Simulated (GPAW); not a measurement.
Computed Ag L₃ edges (GPAW, LDA, excited-electron core hole (neutral cell), supercells with 6.8 to 7.1 Å between holes, Gaussian full width 2.4 eV up to 4 eV, rising linearly to 3.5 eV at 25 eV) of these absorbers are given in random order:
A. ZnAg (Pm-3m): 8 Zn at 2.73 Å and 6 Ag at 3.16 Å (cube and octahedron, as in bcc, site symmetry m-3m)
B. ZnAg (Cmmm): 4 Zn at 2.70 Å, 4 Ag at 2.77 Å, 2 Ag at 3.10 Å and 4 Zn at 3.19 Å (cube and octahedron, as in bcc, site symmetry mmm)

Energy from each zero; mean of 1 over the first 20 eV.

```
E (eV)  spectrum 1  spectrum 2
  -2.0        0.02        0.02
  -1.5        0.05        0.04
  -1.0        0.11        0.10
  -0.5        0.22        0.20
   0.0        0.35        0.34
   0.5        0.49        0.52
   1.0        0.64        0.71
   1.5        0.76        0.88
   2.0        0.87        0.99
   2.5        0.93        1.03
   3.0        0.96        1.01
   3.5        0.95        0.98
   4.0        0.92        0.98
   4.5        0.89        1.01
   5.0        0.87        1.05
   5.5        0.87        1.07
   6.0        0.90        1.06
   6.5        0.94        1.03
   7.0        0.98        0.99
   7.5        0.98        0.94
   8.0        0.95        0.89
   8.5        0.90        0.84
   9.0        0.87        0.83
   9.5        0.88        0.84
  10.0        0.96        0.88
  10.5        1.08        0.94
  11.0        1.19        0.99
  11.5        1.25        1.02
  12.0        1.25        1.02
  12.5        1.19        0.99
  13.0        1.10        0.95
  13.5        1.02        0.92
  14.0        0.96        0.91
  14.5        0.92        0.90
  15.0        0.91        0.91
  15.5        0.92        0.94
  16.0        0.95        0.97
  16.5        1.00        1.03
  17.0        1.07        1.12
  17.5        1.16        1.23
  18.0        1.26        1.33
  18.5        1.36        1.41
  19.0        1.44        1.46
  19.5        1.49        1.47
  20.0        1.51        1.46
  20.5        1.50        1.45
  21.0        1.48        1.43
  21.5        1.44        1.41
  22.0        1.40        1.39
  22.5        1.36        1.36
  23.0        1.32        1.33
  23.5        1.29        1.29
  24.0        1.26        1.25
  24.5        1.24        1.22
  25.0        1.24        1.20
  25.5        1.24        1.18
  26.0        1.24        1.18
  26.5        1.24        1.19
  27.0        1.23        1.21
  27.5        1.21        1.23
  28.0        1.17        1.25
  28.5        1.13        1.26
  29.0        1.09        1.25
  29.5        1.06        1.23
  30.0        1.04        1.19
  30.5        1.03        1.16
  31.0        1.03        1.13
  31.5        1.04        1.12
  32.0        1.05        1.11
```

Q: Which spectrum belongs to which crystal?

Spectrum 1 is B (maxima 3.0 eV (0.96), 11.8 eV (1.26) and 20.2 eV (1.51) above its zero). Spectrum 2 is A (maxima 2.6 eV (1.03), 19.6 eV (1.47) and 28.6 eV (1.26) above its zero). After the best relative shift (up to 4 eV allowed) the shapes differ by 9 % r.m.s. (of the curve's own r.m.s. level). Between 0 and 30 eV on the axis shown, they part most near 11.6 eV, where ZnAg (Cmmm) is higher by 0.2. On this measure the closest forms look alike, so telling them apart would rest on single features. How much of a difference is left by the finite cells wasn't tested for these crystals.

Only the L₃ part is meant: spin–orbit coupling of the core level isn't computed and the L₂ copy isn't added. The script folds with a Gaussian, whereas the core hole's own line is a Lorentzian, so the onset is too steep and the first peak too high. Lifetime broadening is put in by hand, and intensities beyond about 20 eV depend on it. Meshes are coarse enough for small ripples in ZnAg (Cmmm). The structures are entries of the Crystallography Open Database and the Materials Project (computed), used as given.

[Logs are printed without paths, hosts, clocks, repeated set-up lines and the standing remarks that a program may print on its own settings, such as how far it seeks lower states.]

[Hosts, paths, dates, database ids (printed as entryN), source tags and the programs' standing remarks are cut or masked in the printed files.]
